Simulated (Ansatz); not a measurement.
G0W0 rungs for WS2 (Tungstenite).

The database entry behind the starting cell differs from later determinations by our own check (an axis about 1.4 % long against later determinations), so it need not match the best structure at ambient conditions.

The structure is hexagonal, space group P6_3/mmc (No. 194). The conventional cell has a = 3.180 Å, b = 3.180 Å, c = 12.500 Å, α = 90.00°, β = 90.00°, γ = 120.00°. Nearest to W lie 6 S at 2.41 Å. Nearest to S lie 3 W at 2.41 Å. Farther neighbours and most contacts between anions are not listed.

```xyz
6
Lattice="3.1800 0.0000 0.0000 -1.5900 2.7540 0.0000 0.0000 0.0000 12.5000" Properties=species:S:1:pos:R:3 pbc="T T T"
W     0.0000    1.8360    3.1250
W     1.5900    0.9180    9.3750
S     0.0000    1.8360    7.8125
S     1.5900    0.9180    1.5625
S     0.0000    1.8360   10.9375
S     1.5900    0.9180    4.6875
```

The cell and positions come from the Crystallography Open Database and are kept as given unless a step says otherwise. Spin-orbit coupling is left out unless a run names it. PAW set soft_2, made with PBE.

Runs so far (Ansatz 0.2.0, start PBE, default PAW files, 6×6×2 mesh). Times are wall times on 1 × NVIDIA H100 80GB HBM3 (shared by 3 runs) with 3 threads of AMD EPYC 7R13 (Zen 3), shared host, good to a factor of about two.

```csv
bands summed,cutoff (eV),gap on the mesh (eV),time
168,69,1.364,15 s
428,138,1.437,16 s
```

**Question.** What should the next rung give, with 893 bands and screening to 230 eV, and where is the limit?

The error falls about as one over the bands when the cutoff rises with them. A line through the two highest rungs given predicts 1.461 eV; the run gave 1.467 eV, close to it. The two highest rungs put the limit near 1.494 eV, the pair below near 1.484 eV; their difference is a rough measure of what is unsettled in bands and cutoff; the mesh is a separate error.

Gaps are over the mesh's points; an edge off the mesh would be missed. Limits: not at the basis limit; no spin-orbit coupling.

[Paths, hosts, dates, memory and timing lines, banners, echoed tables and standing remarks are left out of the program output.]

[Logs are printed without paths, hosts, clocks, repeated set-up lines and the standing remarks that a program may print on its own settings, such as how far it seeks lower states.]

[Runs of the session that timed out or met a known fault of the program may be left out.]

[Cells called generated may have been cut or substituted from an entry of the Crystallography Open Database or the Materials Project.]

[Hosts, paths, dates, database ids (printed as entryN), source tags and the programs' standing remarks are cut or masked in the printed files.]
